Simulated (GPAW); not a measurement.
# Polarising Ti2NS2 MXene monolayer with a field along the normal

The dipole of the cell at several fields, atoms fixed. What does the strongest field give, and what length does the slope stand for?

Set-up. GPAW 26.7.0, plane waves (500 eV), PAW setups, PBE, 12×12 mesh, a dipole layer in the vacuum; geometry relaxed without an applied field with GPAW. The cell's area is 8.65 Å², and e/ε0 = 180.95 V Å.

The runs, one held back:

```
field (V/Å)  dipole (e Å)
       −0.2       −0.0707
       −0.1       −0.0353
      −0.05       −0.0177
       0.05        0.0177
        0.1        0.0353
        0.2        0.0707
        0.3             ?
```

**Question.** What is the dipole at 0.3 V/Å?

A: A line through the 6 points has the slope α = 0.353 e Å per V/Å and the intercept p₀ = −0.0000 e Å (r.m.s. residual 3.1e−05). At 0.3 V/Å it gives p = −0.0000 + 0.353 × 0.3 = 0.1060 e Å; the run gives 0.1060 e Å, so the response stays linear to 0.0 % of the induced part. Dividing by ε0 and the area: α/(ε0 A) = 0.353 × 180.95 / 8.65 = 7.39 Å, against 5.46 Å between the outer nuclei.

**Limits.** This is the electronic response alone; ions that move would add to it in polar layers. No run was spin-polarised, so magnetic states weren't tested.

[Logs are printed without paths, hosts, clocks, repeated set-up lines and the standing remarks that a program may print on its own settings, such as how far it seeks lower states.]
